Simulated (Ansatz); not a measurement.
# armchair SiC nanoribbon (N = 3, H edges): bands by functional and under strain, part 3 of 3

Wanted: the relaxed geometry and the bands of the armchair SiC nanoribbon (N = 3, H edges).

Ansatz 0.2.0; DFT PBE, plane waves, PAW; relaxation of a wire's period (the session's first sound run).

So far, band gap (eV): step 3 (the perfect wire, PBE) 2.40; step 4 (another level of theory, level LDA, cutoff 420 eV, LDA PBE) 2.36; step 5 (another level of theory, level PBEsol, cutoff 420 eV, PBEsol PBE) 2.38; step 6 (another level of theory, level r2SCAN, cutoff 500 eV, r2SCAN PBE) 2.66.

## 8. Strain along the wire, period over the relaxed period 1.03, k-mesh 1×1×11

This step: DFT PBE, plane waves, PAW; relaxation at a fixed period (Ansatz 0.2.0).

The period is set to 1.03 times the relaxed one and the atoms relax within it: strain changes bond lengths and angles, which shifts the bands against each other. Against the first PBE run of this kind, the mesh along the wire has 11 points against 15.

The cell differs from the one that the last finished run ended in (c 5.442 → 5.605 Å).

input.yaml reads:

```yaml
crystal:
  lattice:
    - [12.56, 0.0, 0.0]
    - [0.0, 7.0, 0.0]
    - [0.0, 0.0, 5.6054048856]
  atoms:
    - { symbol: Si, position: [0.380745627, 0.5, 0.008372584] }
    - { symbol: Si, position: [0.619245065, 0.5, 0.008372584] }
    - { symbol: C, position: [0.379022721, 0.5, 0.329568033] }
    - { symbol: C, position: [0.620967971, 0.5, 0.329568033] }
    - { symbol: H, position: [0.302205853, 0.5, 0.42335] }
    - { symbol: H, position: [0.697784839, 0.5, 0.42335] }
    - { symbol: Si, position: [0.499995346, 0.5, 0.499894245] }
    - { symbol: C, position: [0.499995346, 0.5, 0.831324681] }
    - { symbol: H, position: [0.277266053, 0.5, 0.873844798] }
    - { symbol: H, position: [0.722724639, 0.5, 0.873844798] }
kpoints:
  mp_grid: { grid: [1, 1, 11] }
  band_path: { path: ["Γ", Z], npoints: 50 }
scf:
  occupations: { method: fermi_dirac, width: 0.05 }
hamiltonian:
  xc: pbe
relax:
  max_steps: 40
  f_tol: 0.02
output:
  stress: true
```

On the command line:

```bash
> ansatz run input.yaml --threads 4 --pin off --max-ram 16384MiB --backend cpu --events-out ev --progress --plain --runs-dir out
```

Numbers of over 12 decimals in the logs are rounded to 6 here.

The log of the run:

```text
Warning: output.stress: scf.convergence.dr2_threshold = 1e-7 eV (the SCF's general default) is looser than the 1e-9 eV advised for a printed stress (1e-10 eV for each atom of the cell: 10). What an SCF threshold leaves in a stress goes as its square root, and in the free energy as the threshold itself, and one threshold admits the most on a small cell: [figures from the program's tests cut] Every solve of this run an [...]
[...]
Crystal: 10 atoms, lattice volume = 492.827 Å³
Basis set: ecut = 420 eV, 9609 PW (Γ), exchange–correlation on 180×96×80 points (8 copies of the dense FFT grid, shifted against one another)
Bands: 24, of which v1, the nominal top of the filled ones, is band 14 counted from 1 (13 counted from 0)
Symmetry: 4 space group operations
[...]
k-points: 6 of 11 (time reversal used)
[...]
SCF iter   1: F=—  HF=-2720.826574 eV  |F-HF|=—  |Δ(HF+E_count)|=         —  Δρ=2.08e-3  dr2=2.74e-2  ethr=1.77e-3  ⟨swp⟩=8.8  Hψ=1016  notcnv=0  defer=1
[...]
SCF iter   6: F=-2720.842848 eV  HF=-2720.842848 eV  |F-HF|=3.34e-7  |Δ(HF+E_count)|=   1.07e-5  Δρ=1.56e-5  dr2=2.03e-6  ethr=1.98e-8  ⟨swp⟩=3.0  Hψ=516  notcnv=0
SCF 1 converged in 6 iterations: F = -2720.842848 eV  dr2 = 2.03e-6
[...]
relax step   1: F+E_penalty+E_count = -2720.84284760 eV  Δ(F+E_penalty+E_count) = +0.000e0 eV  max|allowed force component| = 7.433e-1 eV/Å  Δτ_max = 0.0000 Å  (6 SCF iters, dr2 threshold 1.00e-5 eV, accepted)
[...]
SCF iter   5: F=-2720.896535 eV  HF=-2720.896539 eV  |F-HF|=4.05e-6  |Δ(HF+E_count)|=   3.89e-7  Δρ=4.57e-5  dr2=1.05e-5  ethr=1.23e-7  ⟨swp⟩=5.0  Hψ=471  notcnv=0
SCF 2 converged in 5 iterations: F = -2720.896535 eV  dr2 = 1.05e-5
[...]
relax step   2: F+E_penalty+E_count = -2720.89653536 eV  Δ(F+E_penalty+E_count) = -5.369e-2 eV  max|allowed force component| = 3.962e-1 eV/Å  Δτ_max = 0.0448 Å  (5 SCF iters, dr2 threshold 3.45e-5 eV, accepted)
SCF iter   1: F=—  HF=-2720.917487 eV  |F-HF|=—  |Δ(HF+E_count)|=         —  Δρ=2.33e-3  dr2=2.13e-2  ethr=8.09e-4  ⟨swp⟩=3.0  Hψ=381  notcnv=0  defer=19
[...]
SCF iter   5: F=-2720.912522 eV  HF=-2720.912527 eV  |F-HF|=4.80e-6  |Δ(HF+E_count)|=   2.62e-6  Δρ=3.89e-5  dr2=8.81e-6  ethr=3.50e-8  ⟨swp⟩=5.7  Hψ=485  notcnv=0
SCF 3 converged in 5 iterations: F = -2720.912522 eV  dr2 = 8.81e-6
[...]
relax step   3: F+E_penalty+E_count = -2720.91252246 eV  Δ(F+E_penalty+E_count) = -1.599e-2 eV  max|allowed force component| = 3.927e-2 eV/Å  Δτ_max = 0.0350 Å  (5 SCF iters, dr2 threshold 9.81e-6 eV, accepted)
SCF iter   1: F=—  HF=-2720.912715 eV  |F-HF|=—  |Δ(HF+E_count)|=         —  Δρ=1.66e-4  dr2=8.04e-5  ethr=4.87e-6  ⟨swp⟩=2.0  Hψ=353  notcnv=0  defer=19
[...]
SCF iter   5: F=-2720.912775 eV  HF=-2720.912775 eV  |F-HF|=5.18e-9  |Δ(HF+E_count)|=   7.15e-8  Δρ=1.92e-6  dr2=1.70e-8  ethr=3.57e-10  ⟨swp⟩=5.3  Hψ=474  notcnv=0
SCF 4 converged in 5 iterations: F = -2720.912775 eV  dr2 = 1.70e-8
[...]
relax step   4: F+E_penalty+E_count = -2720.91277463 eV  Δ(F+E_penalty+E_count) = -2.522e-4 eV  max|allowed force component| = 1.950e-2 eV/Å  Δτ_max = 0.0036 Å  (5 SCF iters, accepted)
[...]
the band table was solved once a step of the walk had ended and its energy, with any forces and stress, was formed, with the checks that follow a solve (1149 applications of the Hamiltonian). They found nothing against the state; the energy, forces and stress were not computed again (output.eigenvalues in the input reference)
[...]
SCF converged after 5 iterations
Free energy (F): -2720.912775 eV
[...]
Internal energy: -2720.912775 eV  (E = F + TS)
E sigma→0 (E₀):  -2720.912775 eV
Fermi energy:    -1.927117 eV
[...]
--- Forces (eV/Å), atoms counted from 1 ---
  atom   1  Si    -0.00572791     0.00000000    -0.00607642
  atom   2  Si     0.00572791    -0.00000000    -0.00607642
  atom   3  C      0.01337043    -0.00000000     0.01949511
  atom   4  C     -0.01337043     0.00000000     0.01949511
  atom   5  H     -0.00952959     0.00000000    -0.00872091
  atom   6  H      0.00952959    -0.00000000    -0.00872091
  atom   7  Si     0.00000000     0.00000000    -0.00668796
  atom   8  C     -0.00000000     0.00000000     0.00033272
  atom   9  H     -0.00181705     0.00000000    -0.00156255
  atom  10  H      0.00181705    -0.00000000    -0.00156255
  max |Σ_I F_I| component: 8.48e-5 eV/Å
--- Stress (GPa, compression-positive) ---
        0.012685      -0.000000      -0.000000
       -0.000000       0.213733      -0.000000
       -0.000000      -0.000000      -1.464312
  P = ⅓ Tr σ = -0.4126 GPa (-4.126 kbar)
--- Band table (eV; the first three rows and the last of 6) ---
  k-point 0: bands = [... 10 lower, -5.3070, -5.2248, -3.5879, -3.1014, -0.7549, 0.2692, 0.4816, 0.9943, ... 6 higher]
  k-point 1: bands = [... 10 lower, -5.3382, -5.2527, -3.5774, -3.2281, -0.6130, 0.2162, 0.4921, 1.0266, ... 6 higher]
  k-point 2: bands = [... 10 lower, -5.4498, -5.3301, -3.5484, -3.5341, -0.2645, 0.0795, 0.5323, 1.1218, ... 6 higher]
  k-point 5: bands = [... 10 lower, -5.6748, -5.0860, -4.5846, -3.4465, -0.3211, 0.9569, 1.0992, 1.1588, ... 6 higher]
--- Relaxed structure (4 steps of the walk, 4 accepted, 0 SCFs on fresh bases) ---
  F+E_penalty+E_count = -2720.91277463 eV   max|allowed force component| = 1.950e-2 eV/Å
  atoms:
    - { symbol: Si, position: [0.382893, 0.500000, 0.011780] }
    - { symbol: Si, position: [0.617097, 0.500000, 0.011780] }
    - { symbol: C, position: [0.381353, 0.500000, 0.325935] }
    - { symbol: C, position: [0.618638, 0.500000, 0.325935] }
    - { symbol: H, position: [0.302826, 0.500000, 0.409859] }
    - { symbol: H, position: [0.697165, 0.500000, 0.409859] }
    - { symbol: Si, position: [0.499995, 0.500000, 0.501818] }
    - { symbol: C, position: [0.499995, 0.500000, 0.828751] }
    - { symbol: H, position: [0.277752, 0.500000, 0.887887] }
    - { symbol: H, position: [0.722239, 0.500000, 0.887887] }
```

Elapsed: 14 s, on 4 threads of Arm Neoverse V1, shared host; peak memory 0.81 GiB; 55 s of CPU time.

The steps of the relaxation:

| step | energy less that of the first step (eV) | largest force component (eV/Å) |
| --- | --- | --- |
| 1 | 0.0000 | 0.7433 |
| 2 | -0.0537 | 0.3962 |
| 3 | -0.0697 | 0.0393 |
| 4 | -0.0699 | 0.0195 |

Forces are held to the 4 operations that the run works with; a distortion that breaks them can't arise in this run.

The atoms that moved most (Å):

| atom | dx | dy | dz | length |
| --- | --- | --- | --- | --- |
| H10 | -0.006 | 0.000 | 0.079 | 0.079 |
| H9 | 0.006 | 0.000 | 0.079 | 0.079 |
| H5 | 0.008 | 0.000 | -0.076 | 0.076 |
| H6 | -0.008 | 0.000 | -0.076 | 0.076 |
| C4 | -0.029 | 0.000 | -0.020 | 0.036 |
| C3 | 0.029 | 0.000 | -0.020 | 0.036 |
| Si2 | -0.027 | 0.000 | 0.019 | 0.033 |
| Si1 | 0.027 | 0.000 | 0.019 | 0.033 |

The relaxed structure:

```xyz
10
Lattice="12.5600 0.0000 0.0000 0.0000 7.0000 0.0000 0.0000 0.0000 5.6054" Properties=species:S:1:pos:R:3
Si    4.8091    3.5000    0.0660
Si    7.7507    3.5000    0.0660
C     4.7898    3.5000    1.8270
C     7.7701    3.5000    1.8270
H     3.8035    3.5000    2.2974
H     8.7564    3.5000    2.2974
Si    6.2799    3.5000    2.8129
C     6.2799    3.5000    4.6455
H     3.4886    3.5000    4.9770
H     9.0713    3.5000    4.9770
```

Numbers from this step:

```yaml
band_gap: 2.347 eV
```

The electronic bands at the labelled points (eV, zero at the Fermi level):

| point | band 11 | band 12 | band 13 | band 14 | band 15 | band 16 | band 17 | band 18 |
| --- | --- | --- | --- | --- | --- | --- | --- | --- |
| Γ | -3.38 | -3.30 | -1.66 | -1.17 | 1.17 | 2.20 | 2.41 | 2.92 |
| halfway | -3.62 | -3.48 | -1.88 | -1.59 | 1.88 | 1.99 | 2.53 | 3.16 |
| Z | -3.77 | -3.11 | -2.72 | -1.52 | 1.59 | 2.94 | 3.06 | 3.12 |

The gap is 2.35 eV, against 2.40 eV under PBE at the relaxed period.

## 9. At a strained period, period over the relaxed period 0.94, k-mesh 1×1×12

The period is set to 0.94 times the relaxed one and the atoms relax within it: strain changes bond lengths and angles, which shifts the bands against each other. Against the first PBE run of this kind, the mesh along the wire has 12 points against 15.

The cell differs from the one that the last finished run ended in (c 5.605 → 5.116 Å).

Edit input.yaml of step 8 so:

```diff
@@ -4,3 +4,3 @@
     - [0.0, 7.0, 0.0]
-    - [0.0, 0.0, 5.6054048856]
+    - [0.0, 0.0, 5.1156122257]
   atoms:
@@ -17,3 +17,3 @@
 kpoints:
-  mp_grid: { grid: [1, 1, 11] }
+  mp_grid: { grid: [1, 1, 12] }
   band_path: { path: ["Γ", Z], npoints: 50 }
```

The log of the run:

```text
[...]
Crystal: 10 atoms, lattice volume = 449.765 Å³
Basis set: ecut = 420 eV, 8847 PW (Γ), exchange–correlation on 180×96×72 points (8 copies of the dense FFT grid, shifted against one another)
Bands: 24, of which v1, the nominal top of the filled ones, is band 14 counted from 1 (13 counted from 0)
Symmetry: 4 space group operations
[...]
- { symbol: C, position: [0.374261, 0.5, 0.336862] }
    - { symbol: C, position: [0.625730, 0.5, 0.336862] }
    - { symbol: H, position: [0.301130, 0.5, 0.450600] }
    - { symbol: H, position: [0.698861, 0.5, 0.450600] }
    - { symbol: Si, position: [0.499995, 0.5, 0.493389] }
    - { symbol: C, position: [0.499995, 0.5, 0.837451] }
    - { symbol: H, position: [0.275639, 0.5, 0.847677] }
    - { symbol: H, position: [0.724352, 0.5, 0.847677] }
[key lines of the parts left out:]
SCF converged after 3 iterations
Free energy (F): -2720.681156 eV
Fermi energy:    -1.471429 eV
P = ⅓ Tr σ = 1.2194 GPa (12.194 kbar)
```

Elapsed: 16 s, on 4 threads; peak memory 0.76 GiB.

The steps of the relaxation:

| step | energy less that of the first step (eV) | largest force component (eV/Å) |
| --- | --- | --- |
| 1 | 0.0000 | 2.6140 |
| 2 | -0.2674 | 1.3428 |
| 3 | -0.3753 | 0.1907 |
| 4 | -0.3790 | 0.1175 |
| 5 | -0.3794 | 0.0066 |
| 6 | -0.3794 | 0.0065 |

Forces are held to the 4 operations that the run works with; a distortion that breaks them can't arise in this run.

The atoms that moved most (Å):

| atom | dx | dy | dz | length |
| --- | --- | --- | --- | --- |
| H5 | -0.014 | 0.000 | 0.139 | 0.140 |
| H6 | 0.014 | 0.000 | 0.139 | 0.140 |
| H9 | -0.020 | 0.000 | -0.134 | 0.135 |
| H10 | 0.020 | 0.000 | -0.134 | 0.135 |
| C3 | -0.060 | 0.000 | 0.037 | 0.070 |
| C4 | 0.060 | 0.000 | 0.037 | 0.070 |
| Si1 | -0.054 | 0.000 | -0.042 | 0.068 |
| Si2 | 0.054 | 0.000 | -0.042 | 0.068 |

Final coordinates:

```xyz
10
Lattice="12.5600 0.0000 0.0000 0.0000 7.0000 0.0000 0.0000 0.0000 5.1156" Properties=species:S:1:pos:R:3
Si    4.7281    3.5000    0.0010
Si    7.8317    3.5000    0.0010
C     4.7007    3.5000    1.7233
C     7.8592    3.5000    1.7233
H     3.7822    3.5000    2.3051
H     8.7777    3.5000    2.3051
Si    6.2799    3.5000    2.5240
C     6.2799    3.5000    4.2841
H     3.4620    3.5000    4.3364
H     9.0979    3.5000    4.3364
```

This step gave:

| Item | Value |
| --- | --- |
| band gap | 2.296 eV |

The gap is 2.30 eV, against 2.40 eV under PBE at the relaxed period.

## 10. A repeat with changed settings: hamiltonian.xc = "pbesol"

This step: DFT PBEsol, plane waves, PAW; bands of a perfect wire at the PBE geometry; changed: hamiltonian.xc = "pbesol" (Ansatz 0.2.0).

The atoms of the band run (LDA) are kept and the input is varied, to see whether the result depends on it.

Edit input.yaml of step 9 so:

```diff
@@ -4,3 +4,3 @@
     - [0.0, 7.0, 0.0]
-    - [0.0, 0.0, 5.1156122257]
+    - [0.0, 0.0, 5.4421406657]
   atoms:
@@ -22,7 +22,2 @@
 hamiltonian:
-  xc: pbe
-relax:
-  max_steps: 40
-  f_tol: 0.02
-output:
-  stress: true
+  xc: pbesol
```

The log of the run:

```text
[...]
Crystal: 10 atoms, lattice volume = 478.473 Å³
Basis set: ecut = 420 eV, 9325 PW (Γ)
Bands: 24, of which v1, the nominal top of the filled ones, is band 14 counted from 1 (13 counted from 0)
Symmetry: 4 space group operations
[...]
k-points: 7 of 12 (time reversal used)
[...]
SCF iter   1: F=—  HF=-2663.847485 eV  |F-HF|=—  |Δ(HF+E_count)|=         —  Δρ=3.39e-3  dr2=6.50e-2  ethr=1.77e-3  ⟨swp⟩=8.4  Hψ=1143  notcnv=0  defer=4
[...]
SCF iter   8: F=-2663.856783 eV  HF=-2663.856783 eV  |F-HF|=2.57e-8  |Δ(HF+E_count)|=   3.90e-7  Δρ=1.86e-6  dr2=2.12e-8  ethr=3.57e-10  ⟨swp⟩=12.1  Hψ=806  notcnv=0
SCF 1 converged in 8 iterations: F = -2663.856783 eV  dr2 = 2.12e-8
[...]
SCF converged after 8 iterations
Free energy (F): -2663.856783 eV
[...]
Internal energy: -2663.856783 eV  (E = F + TS)
E sigma→0 (E₀):  -2663.856783 eV
Fermi energy:    -1.792017 eV
[...]
--- Band table (eV; the first three rows and the last of 7) ---
  k-point 0: bands = [... 10 lower, -5.1669, -5.1576, -3.6323, -2.9827, -0.6014, 0.3483, 0.6425, 1.0238, ... 6 higher]
  k-point 1: bands = [... 10 lower, -5.1858, -5.1758, -3.6214, -3.0966, -0.4821, 0.2938, 0.6515, 1.0545, ... 6 higher]
  k-point 2: bands = [... 10 lower, -5.2637, -5.2258, -3.5909, -3.3793, -0.1844, 0.1511, 0.6832, 1.1453, ... 6 higher]
  k-point 6: bands = [... 10 lower, -5.5606, -5.0050, -4.6397, -3.4514, -0.3727, 1.0998, 1.3108, 1.3513, ... 6 higher]
```

Elapsed: 9.7 s, on 4 threads; peak memory 0.74 GiB.

This step gave:

| Quantity | Value |
| --- | --- |
| band gap | 2.381 eV |

It took 9.7 s against 9.6 s for the run it varies.

The two runs compared:

| quantity | this run | the run it varies | difference |
| --- | --- | --- | --- |
| band gap (eV) | 2.3813 | 2.3557 | 0.0255 |

## 11. A repeat with changed settings

This step: DFT LDA, plane waves, PAW; bands of a perfect wire at the PBE geometry; changed: magnetization = {"spin_polarized": true}, scf.convergence.dr2_threshold = 1e-08, kpoints.mp_grid.grid = [1, 1, 18] (Ansatz 0.2.0).

The atoms of the band run (LDA) are kept and the input is varied, to see whether the result depends on it.

input.yaml reads:

```yaml
crystal:
  lattice:
    - [12.56, 0.0, 0.0]
    - [0.0, 7.0, 0.0]
    - [0.0, 0.0, 5.4421406657]
  atoms:
    - { symbol: Si, position: [0.380745627, 0.5, 0.008372584], spin: -1.0 }
    - { symbol: Si, position: [0.619245065, 0.5, 0.008372584], spin: -0.5 }
    - { symbol: C, position: [0.379022721, 0.5, 0.329568033], spin: 1.0 }
    - { symbol: C, position: [0.620967971, 0.5, 0.329568033], spin: 1.0 }
    - { symbol: H, position: [0.302205853, 0.5, 0.42335], spin: 4.0 }
    - { symbol: H, position: [0.697784839, 0.5, 0.42335], spin: 0.5 }
    - { symbol: Si, position: [0.499995346, 0.5, 0.499894245], spin: 1.0 }
    - { symbol: C, position: [0.499995346, 0.5, 0.831324681], spin: -4.0 }
    - { symbol: H, position: [0.277266053, 0.5, 0.873844798], spin: -1.0 }
    - { symbol: H, position: [0.722724639, 0.5, 0.873844798], spin: -0.5 }
kpoints:
  mp_grid: { grid: [1, 1, 18] }
  band_path: { path: ["Γ", Z], npoints: 50 }
scf:
  occupations: { method: fermi_dirac, width: 0.05 }
  convergence: { dr2_threshold: 1.0e-08 }
hamiltonian:
  xc: lda
magnetization:
  spin_polarized: true
```

The log of the run:

```text
[...]
Crystal: 10 atoms, lattice volume = 478.473 Å³
Basis set: ecut = 420 eV, 9325 PW (Γ)
Bands: 32, of which v1, the nominal top of the filled ones, is band 14 counted from 1 (13 counted from 0)
Symmetry: 2 space group operations
[...]
k-points: 10 of 18 (time reversal used)
[...]
Starting moments: Σ|m| = 14.5 μB on 10 of 10 sites
[...]
k-point 0 ↑: bands = [... 10 lower, -5.3292, -5.2878, -3.7936, -3.1331, -0.7773, 0.1640, 0.4752, 0.9027, ... 14 higher]
  k-point 1 ↑: bands = [... 10 lower, -5.3318, -5.3009, -3.7886, -3.1855, -0.7230, 0.1387, 0.4789, 0.9157, ... 14 higher]
  k-point 2 ↑: bands = [... 10 lower, -5.3448, -5.3386, -3.7741, -3.3282, -0.5746, 0.0676, 0.4907, 0.9545, ... 14 higher]
  k-point 9 ↓: bands = [... 10 lower, -5.7177, -5.1523, -4.7950, -3.6078, -0.5710, 0.9032, 1.1136, 1.1790, ... 14 higher]
[key lines of the parts left out:]
SCF converged after 17 iterations
Magnetization: 0.0000 μB (14.0000 up, 14.0000 down)
Free energy (F): -2613.622907 eV
Fermi energy:    -1.955417 eV
```

It took 36 s on 4 threads; peak memory 1.1 GiB.

This step gave:

```
band gap : 2.356 eV
```

It took 36 s against 9.6 s for the run it varies.

The band gap stays within 0.2 % plus 0.001 of the run it varies.

The starting moments have collapsed: the run ends non-magnetic.

## 12. Outcome

```
cell length, PBE           : 5.442 Å
conductance, PBE           : 1.5e-20 G₀
gap, PBE                   : 2.40 eV
gap, LDA                   : 2.36 eV
gap, PBEsol                : 2.38 eV
gap, r2SCAN                : 2.66 eV
gap, period scaled by 1.03 : 2.35 eV
gap, period scaled by 0.94 : 2.30 eV
```

In words: Under PBE the cell's length is 5.44 Å, and a gap of 2.40 eV makes it a semiconductor. At the relaxed period the wire is gapped under every functional, from 2.36 eV (LDA) to 2.66 eV (r2SCAN). Weak screening in one dimension makes quasiparticle gaps larger than the semilocal gaps, as a rule. Strain matters: under PBE the gap goes from 2.40 eV to 2.30 eV at 0.94 times the period and 2.35 eV at 1.03 times the period. Transport is coherent and elastic here: the atoms are frozen, so scattering by vibrations plays no part.

[Logs are printed without paths, hosts, clocks, repeated set-up lines and the standing remarks that a program may print on its own settings, such as how far it seeks lower states.]

[Hosts, paths, dates, database ids (printed as entryN), source tags and the programs' standing remarks are cut or masked in the printed files.]
